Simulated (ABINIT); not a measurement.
Planning a run of ABINIT 10.8.3 on BiOBr (P4/nmm). The input:

```
acell 3*1.0 Angstrom
rprim 
  3.916000000000 0.000000000000 0.000000000000
  0.000000000000 3.916000000000 0.000000000000
  0.000000000000 0.000000000000 8.077000000000
ntypat 3
znucl 83 35 8
natom 6
typat 1 1 2 2 3 3
xred 
  0.000000000000 0.500000000000 0.154000000000
  0.500000000000 0.000000000000 0.846000000000
  0.000000000000 0.500000000000 0.653000000000
  0.500000000000 0.000000000000 0.347000000000
  0.000000000000 0.000000000000 0.000000000000
  0.500000000000 0.500000000000 0.000000000000
pp_dirpath "pseudos"
pseudos "Bi.upf, Br.upf, O.upf"
ecut 42
ngkpt 4 4 2
nshiftk 1
shiftk 0 0 0
kptopt 1
chksymbreak 0
istwfk *1
occopt 1
irdwfk 1
optdriver 4
nband 160
gwcalctyp 0
ecutsigx 42
symsigma 1
nkptgw 3
kptgw 
  0.5000000000 0.0000000000 0.5000000000
  0.0000000000 0.0000000000 0.5000000000
  0.0000000000 0.0000000000 0.0000000000
bdgw 
  45 48
  44 48
  44 48
ecuteps 4.2
irdscr 1
ppmodel 1
indata_prefix "in"
outdata_prefix "out"
tmpdata_prefix "tmp"
```

The database entry behind the starting cell differs from later determinations by our own check (0.1 to 0.3 % short, probably kX units), so it need not match the best structure at ambient conditions.

```sh
OMP_NUM_THREADS=1 mpirun -n 8 abinit run.abi > log
```

**Question.** How long will it take on 8 MPI ranks of Intel Xeon Platinum 8488C (Sapphire Rapids), shared host, and how much memory?

It took 43 s; on shared hardware allow 21 s to 85 s. Peak host memory was 4.6 GiB.

[Paths, hosts, dates, memory and timing lines, banners, echoed tables and standing remarks are left out of the program output.]

[Logs are printed without paths, hosts, clocks, repeated set-up lines and the standing remarks that a program may print on its own settings, such as how far it seeks lower states.]

[Runs of the session that timed out or met a known fault of the program may be left out.]

[Hosts, paths, dates, database ids (printed as entryN), source tags and the programs' standing remarks are cut or masked in the printed files.]

[G0W0 gaps are taken among the corrected bands and points alone; a level outside them can change the order at an edge.]

[Where Ansatz stands beside ABINIT at settings called matched, ABINIT's density can come from a denser mesh and the files from another edition; pairs whose starting gaps differed by over 0.03 eV were left out, so agreement reads better than it is.]
